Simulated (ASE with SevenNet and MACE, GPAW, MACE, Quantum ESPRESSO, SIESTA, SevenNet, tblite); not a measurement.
**Machine-learned potentials runs on amorphous Si0.4Ge0.6 (101 atoms)**

How do the settings of machine-learned potentials change the result for amorphous Si0.4Ge0.6 (101 atoms)? A plane-wave run serves as the yardstick.

Program: ASE with SevenNet and MACE. Level of theory: the method is named at each step. Results are calculated unless marked as measured.

**1. Starting point**

The cell holds 101 atoms: 40 Si and 61 Ge. Cell: a = 13.082 Å, b = 13.082 Å, c = 13.082 Å, α = 90.0°, β = 90.0°, γ = 90.0°. 101 atoms (40 Si, 61 Ge) placed at random at 4.12 g/cm³, melted at 3500 K for 10 ps at fixed volume with the Tersoff potential (Tersoff, Phys. Rev. B 39, 5566 (1989)). Quenched from 3500 K to 100 K at 500 K/ps and fixed volume, held 5 ps. Then every atom was moved at random, 0.05 Å r.m.s. a Cartesian component.

The yardstick, on the same geometry:

| Property | Result |
| --- | --- |
| method | Kohn-Sham DFT, PBE, SSSP efficiency 1.3.0 pseudopotentials, plane waves (Quantum ESPRESSO 7.5); sssp-pbe-1.3.0-efficiency, cutoffs 45/360 Ry, Γ point |
| r.m.s. force component | 0.534 eV/Å |
| longest force | 2.645 eV/Å |
| pressure | 0.2887 GPa |
| time | 9.9 min on 4 MPI ranks of Arm Neoverse V1, shared host |
| CPU time | 40 min |

**2. SevenNet l3i5 potential**

Method: machine-learned interatomic potential SevenNet l3i5, trained on PBE(+U) plane-wave data.

run.py reads:

```python
import numpy as np
from ase.io import read
import mlip  # loads the published weights by name

atoms = read("structure.xyz")
atoms.calc = mlip.calc("7net-l3i5")
energy = atoms.get_potential_energy()
forces = atoms.get_forces()
print(f"energy {energy:.6f} eV")
print("forces (eV/A)")
for i, (a, f) in enumerate(zip(atoms, forces)):
    print(f"{i:4d} {a.symbol:2s} {f[0]:10.5f} {f[1]:10.5f} {f[2]:10.5f}")
stress = -atoms.get_stress(voigt=False) * 160.21766
print("stress (GPa, compression positive)")
for row in stress:
    print(" ".join(f"{x:10.4f}" for x in row))
```

structure.xyz reads:

```xyz
101
Lattice="13.08230 0.00000 0.00000 0.00000 13.08230 0.00000 0.00000 0.00000 13.08230" Properties=species:S:1:pos:R:3 pbc="T T T"
Si 7.12606 1.72477 6.32071
Si 8.66742 1.62927 2.76337
Si 7.77272 11.33097 11.74228
Si 12.87233 10.07913 6.72430
Si 3.69405 8.75834 5.24535
Si 12.14862 7.25427 1.77998
Si 8.65329 10.70289 7.48033
Si 2.09749 11.75000 9.61614
Si 10.67398 11.37781 6.29638
Si 7.69331 8.65159 6.48568
Si 4.76981 9.81016 1.22633
Si 12.72999 2.57447 0.62076
Si 6.25085 1.88320 2.44404
Si 1.84931 6.18034 7.03501
Si 9.70877 12.61749 2.12208
Si 6.70926 5.58104 9.18142
Si 5.85525 5.51275 3.71720
Si 3.47662 11.24790 2.46418
Si 9.84535 4.35928 4.25646
Si 7.68062 11.12767 2.60665
Si 2.53901 9.75861 8.53123
Si 0.31070 9.12098 0.74321
Si 5.20519 3.95700 2.04777
Si 9.20078 10.42175 9.82978
Si 4.20622 7.04377 6.66229
Si 8.25310 1.55993 11.27249
Si 4.65782 9.21988 9.42122
Si 3.85889 9.04706 12.06607
Si 11.34667 0.63031 8.39243
Si 7.43048 12.77787 7.71529
Si 11.85623 8.54418 11.68511
Si 0.23849 4.91816 5.56024
Si 3.81899 4.30944 12.96247
Si 6.00582 7.65223 8.09834
Si 5.04166 4.95518 5.95415
Si 11.97318 3.44091 11.33228
Si 9.45968 12.97437 12.72934
Si 7.94410 8.87856 1.88058
Si 2.31413 7.89909 0.43590
Si 11.22435 0.78965 5.90273
Ge 5.63154 7.67159 2.40557
Ge 8.91506 8.38680 4.14957
Ge 3.18515 4.18032 7.37973
Ge 0.63462 5.14134 10.86812
Ge 5.83785 1.51912 11.30612
Ge 5.60446 7.38875 11.90031
Ge 2.80485 12.77997 0.48640
Ge 8.99474 5.74614 10.16940
Ge 1.62639 5.07881 3.40755
Ge 11.20617 5.93413 5.72298
Ge 2.23760 10.55061 6.10185
Ge 8.78450 5.49012 0.72554
Ge 10.69125 5.72115 8.34782
Ge 2.81701 4.40246 9.77352
Ge 2.19429 12.41550 4.31088
Ge 12.64784 10.16469 4.29832
[... 41 atom lines left out ...]
Ge 2.91709 3.11398 2.94613
Ge 3.50161 11.49045 11.55389
Ge 5.84216 11.61734 3.87864
Ge 0.83517 8.17958 8.04836
```

Launch:

```
$ OMP_NUM_THREADS=1 python run.py > output.txt
```

Log:

```text
energy -467.122803 eV
forces (eV/A)
   0 Si    0.69848   -0.02881    0.31796
   1 Si    0.14933   -0.24653   -0.54051
   2 Si    0.19704   -0.23391   -0.42920
   3 Si   -0.00526    0.05842    0.28850
   4 Si    0.09741    0.13572   -0.73437
   5 Si   -0.26400    0.59972   -0.03596
   6 Si    0.35991   -0.38735   -0.02802
   7 Si   -0.31139    0.51704   -0.45002
   8 Si   -0.15949    0.13957    0.35572
   9 Si   -0.32946    0.66784    0.15046
  10 Si   -0.25639   -0.96603   -0.98241
  11 Si   -0.16491    0.00787   -0.40614
  12 Si    0.66186    0.13633   -0.13285
  13 Si   -0.05480    0.09826   -0.48901
  14 Si   -0.66841    0.23529   -0.28367
  15 Si    0.58100    0.08692   -0.43140
  16 Si   -0.08896   -0.26113    0.16387
  17 Si   -0.57221    0.68417    0.36308
  18 Si    0.14444   -0.44566    2.30603
  19 Si    1.92025   -0.35826    0.14543
  20 Si    0.51688   -0.43705    0.01682
  21 Si   -0.23343   -0.30032   -0.49493
  22 Si   -0.58744   -0.18297    0.13484
  23 Si   -0.50023    0.37198   -0.09298
[...]
93 Ge   -0.18227   -0.90093   -0.06404
  94 Ge   -0.32368   -0.24436    0.06595
  95 Ge    0.63819   -0.29434    0.00232
  96 Ge   -0.15803    0.39319    0.48121
  97 Ge    0.72707   -0.61184   -0.73194
  98 Ge   -0.29709   -0.38319    0.09600
  99 Ge   -0.99397    0.71743    0.27534
 100 Ge   -0.46400   -0.16420   -0.00940
stress (GPa, compression positive)
    0.4182    -0.7004     0.0041
   -0.7004    -0.6896     0.3035
    0.0041     0.3035     0.7608
```

Wall time 10 s (1 thread of Arm Neoverse V1, shared host); peak memory 1.2 GiB.

Banners, paths, timers and routine set-up lines are dropped from the logs unmarked, and long logs keep their key lines alone; longer cuts are marked.

Against the reference:

* r.m.s. force component: 0.4635 eV/Å
* r.m.s. difference of force components: 189.8 meV/Å
* longest difference of force vectors: 647.9 meV/Å
* force difference over r.m.s. force: 35.54 %
* slope of forces against the reference's: 0.8136
* correlation of force components: 0.9373
* pressure: 0.1631 GPa
* pressure difference: -0.1256 GPa

Length of the force difference by element (eV/Å):

```
element  atoms  mean  most
     Ge     61  0.30  0.61
     Si     40  0.31  0.65
```

Local excerpt of 12 atoms (numbers count through the whole input) about Ge68, picked at random; x, y, z are measured from there.

| atom | x | y | z | distance (Å) | bonds | Fx | Fy | Fz (eV/Å) |
| --- | --- | --- | --- | --- | --- | --- | --- | --- |
| Ge68 | 0.00 | 0.00 | 0.00 | 0.00 | 4 | -0.10 | 0.08 | 0.07 |
| Si16 | 1.64 | 0.49 | -1.67 | 2.39 | 4 | 0.58 | 0.09 | -0.43 |
| Si33 | -1.25 | -0.78 | 2.11 | 2.57 | 5 | 0.24 | -0.47 | 0.52 |
| Ge46 | 0.54 | 2.30 | 1.05 | 2.59 | 4 | -0.57 | -0.39 | -0.34 |
| Ge54 | -2.25 | -0.68 | -1.08 | 2.59 | 4 | 0.34 | -0.02 | 0.75 |
| Ge64 | 1.25 | 0.68 | 2.95 | 3.27 | 4 | -0.70 | 0.31 | 0.06 |
| Ge78 | -1.68 | -2.81 | 0.52 | 3.32 | 5 | -0.14 | 0.60 | -0.42 |
| Ge45 | 0.77 | -3.57 | 0.45 | 3.68 | 4 | -0.24 | -0.68 | 0.43 |
| Si34 | 0.94 | 2.57 | -2.75 | 3.88 | 4 | -0.27 | -0.10 | 0.22 |
| Ge85 | -3.36 | 0.49 | 2.08 | 3.98 | 4 | 0.50 | 0.56 | 0.62 |
| Ge48 | 3.93 | 0.66 | -0.68 | 4.04 | 4 | -0.61 | -0.03 | 0.05 |
| Ge43 | -1.88 | -0.91 | -3.47 | 4.05 | 4 | 0.06 | -0.48 | -0.41 |

Atoms are counted from 1 here, from 0 in the log.

Forces lie 36 % from the reference's, at 0.0044 times its CPU time (on 1 against 4 cores).

**3. MACE MP-0b2 small potential**

Method: machine-learned interatomic potential MACE MP-0b2 small, trained on PBE(+U) plane-wave data.

Edit run.py of step 2 so:

```diff
@@ -5,3 +5,3 @@
 atoms = read("structure.xyz")
-atoms.calc = mlip.calc("7net-l3i5")
+atoms.calc = mlip.calc("mace-mp-0b2-small")
 energy = atoms.get_potential_energy()
```

structure.xyz is that of step 2.

Log:

```text
energy -469.524215 eV
forces (eV/A)
   0 Si    0.72193   -0.06639    0.07401
   1 Si    0.10045   -0.19354   -0.71979
   2 Si    0.04751   -0.18971   -0.38061
   3 Si    0.14646   -0.22007    0.49979
   4 Si   -0.17664    0.36859   -0.44855
   5 Si   -0.44125    0.56433    0.02666
   6 Si    0.51538   -0.36813   -0.31701
   7 Si   -0.48233    0.58232   -0.23938
   8 Si   -0.39604    0.22744    0.23489
   9 Si   -0.44035    0.62684    0.03955
  10 Si   -0.12011   -0.77731   -0.69497
  11 Si   -0.10173   -0.04835   -0.18183
  12 Si    0.66393    0.03360   -0.21257
  13 Si   -0.38575    0.28469   -0.44127
  14 Si   -0.56552    0.35233   -0.25007
  15 Si    0.51747   -0.02250   -0.24246
  16 Si    0.10322   -0.03929    0.12034
  17 Si   -0.49162    0.63388    0.38095
  18 Si    0.10683   -0.44279    2.15147
  19 Si    1.59515   -0.33059    0.05970
  20 Si    0.58845   -0.19002   -0.04751
  21 Si   -0.23911   -0.30169   -0.42025
  22 Si   -0.46484   -0.18009    0.02821
  23 Si   -0.30287    0.14681    0.18879
[...]
93 Ge   -0.00581   -0.69630   -0.17194
  94 Ge   -0.14280   -0.32889   -0.08471
  95 Ge    0.63378   -0.18600    0.19932
  96 Ge   -0.28868    0.23274    0.42560
  97 Ge    0.38889   -0.47374   -0.73800
  98 Ge   -0.42931   -0.25903    0.20270
  99 Ge   -1.28603    0.52727    0.28784
 100 Ge   -0.72414   -0.68536    0.11077
stress (GPa, compression positive)
   -0.6717    -0.5989    -0.0349
   -0.5989    -1.4110     0.3284
   -0.0349     0.3284    -0.0284
```

Elapsed: 7 s, on 1 thread; peak memory 0.67 GiB.

Compared with the plane-wave run:

| Item | Value |
| --- | --- |
| r.m.s. force component | 0.4285 eV/Å |
| r.m.s. difference of force components | 220.4 meV/Å |
| longest difference of force vectors | 736.2 meV/Å |
| force difference over r.m.s. force | 41.27 % |
| slope of forces against the reference's | 0.7368 |
| correlation of force components | 0.9182 |
| pressure | -0.7037 GPa |
| pressure difference | -0.9924 GPa |

Against the first run (36 %), the force difference from the reference is 41 %, at 0.68 times the CPU time.

**4. MACE MP-0b3 medium potential**

Method: machine-learned interatomic potential MACE MP-0b3 medium, trained on PBE(+U) plane-wave data.

Edit run.py of step 3 so:

```diff
@@ -5,3 +5,3 @@
 atoms = read("structure.xyz")
-atoms.calc = mlip.calc("mace-mp-0b2-small")
+atoms.calc = mlip.calc("mace-mp-0b3-medium")
 energy = atoms.get_potential_energy()
```

structure.xyz is that of step 3.

Log:

```text
energy -468.442602 eV
forces (eV/A)
   0 Si    0.75189   -0.06906    0.25912
   1 Si   -0.01838   -0.49847   -0.73681
   2 Si   -0.03787   -0.16702   -0.49034
   3 Si    0.16501   -0.01907    0.43137
   4 Si   -0.12411    0.20580   -0.83463
   5 Si   -0.34278    0.54629   -0.14016
   6 Si    0.39164   -0.24685   -0.15494
   7 Si   -0.51049    0.56670   -0.43207
   8 Si   -0.17784    0.39949    0.33510
   9 Si   -0.33764    0.67783    0.07160
  10 Si   -0.18190   -0.90815   -0.96690
  11 Si   -0.08869    0.07722   -0.36426
  12 Si    0.81562    0.24307   -0.10105
  13 Si   -0.06571   -0.03532   -0.71918
  14 Si   -0.61724    0.28508   -0.25666
  15 Si    0.49313    0.12118   -0.32211
  16 Si   -0.05319   -0.09518    0.13166
  17 Si   -0.46665    0.62822    0.44911
  18 Si    0.15231   -0.29997    2.00308
  19 Si    1.57604   -0.20760    0.09266
  20 Si    0.38078   -0.23435   -0.15574
  21 Si   -0.20402   -0.35174   -0.45236
  22 Si   -0.54660   -0.14234    0.02270
  23 Si   -0.36315    0.19509    0.17081
[...]
93 Ge    0.01465   -0.74038   -0.20249
  94 Ge   -0.25149   -0.20758   -0.04687
  95 Ge    0.68293   -0.24987    0.16341
  96 Ge    0.01681    0.38491    0.38237
  97 Ge    0.48034   -0.37643   -0.78914
  98 Ge   -0.31902   -0.30970    0.14968
  99 Ge   -1.13510    0.57704    0.10464
 100 Ge   -0.57857   -0.47736   -0.12418
stress (GPa, compression positive)
   -0.8772    -0.6514    -0.0865
   -0.6514    -1.6336     0.2433
   -0.0865     0.2433    -0.3546
```

Run time: 8.6 s. Hardware: 1 thread; peak memory 0.93 GiB.

Compared with the plane-wave run:

- r.m.s. force component: 0.4466 eV/Å
- r.m.s. difference of force components: 204.2 meV/Å
- longest difference of force vectors: 658.2 meV/Å
- force difference over r.m.s. force: 38.24 %
- slope of forces against the reference's: 0.7766
- correlation of force components: 0.9286
- pressure: -0.9551 GPa
- pressure difference: -1.244 GPa

Against the first run (36 %), the force difference from the reference is 38 %, at 0.83 times the CPU time.

**5. The ladder**

Differences are against the plane-wave reference, forces as r.m.s. over components; share is that over the reference's r.m.s. force, slope the least-squares factor from reference forces to these. Total energies of different programs have different zeros and aren't compared.

```
                         run  Δ force, r.m.s. (meV/Å)  share (%)  slope  Δ pressure (GPa)  cores  CPU time  memory (GiB)
                   reference                        -          -      -                 -      4    40 min           6.8
     SevenNet l3i5 potential                      190       35.5  0.814            -0.126      1      10 s           1.2
 MACE MP-0b2 small potential                      220       41.3  0.737            -0.992      1       7 s          0.67
MACE MP-0b3 medium potential                      204       38.2  0.777             -1.24      1     8.6 s          0.93
```

Times of the machine-learned potentials are mostly Python's start and the loading of weights.

CPU time is summed over cores on a shared host, where runs went side by side, so it is rough. Symmetry, cutoffs, thresholds, outputs and thread counts weren't matched or tuned between programs; memory under MPI is the largest rank's times the ranks.

**6. Summary of results**

| Quantity | Value |
| --- | --- |
| nearest in forces | SevenNet l3i5 potential, 36 % |
| its CPU time | 10 s |

**Reading.** Machine-learned potentials differ by 36 % (SevenNet l3i5 potential) to 41 % (MACE MP-0b2 small potential); they were trained on other programs' data. Among those trained on PBE data the slope goes as low as 0.74, which softening far from their training structures can give, though the reference's k-sampling is untested too. The reference's pressure holds the uncorrected Pulay stress of its 45 Ry basis, so small pressure differences, and their order, may be the reference's own error. Machine-learned potentials mimic data converged in k, so the reference's own k-point error enters their differences. The quench rate of 500 K/ps is many orders above laboratory rates, so the cell is likely richer in defects and strain than a real sample. The network of bonds at the start is that of the classical potential that made the cell, and needn't be the one that DFT or experiment would give. The electronic-structure runs sample only Γ, in a cell whose shortest periodic width is 13 Å, which is coarse for a cell with partly filled levels.

[Also dropped from logs without a mark: logging warnings of Python, and SIESTA's first energy breakdown and zero terms.]

[Logs are printed without paths, hosts, clocks, repeated set-up lines and the standing remarks that a program may print on its own settings, such as how far it seeks lower states.]

[Hosts, paths, dates, database ids (printed as entryN), source tags and the programs' standing remarks are cut or masked in the printed files.]
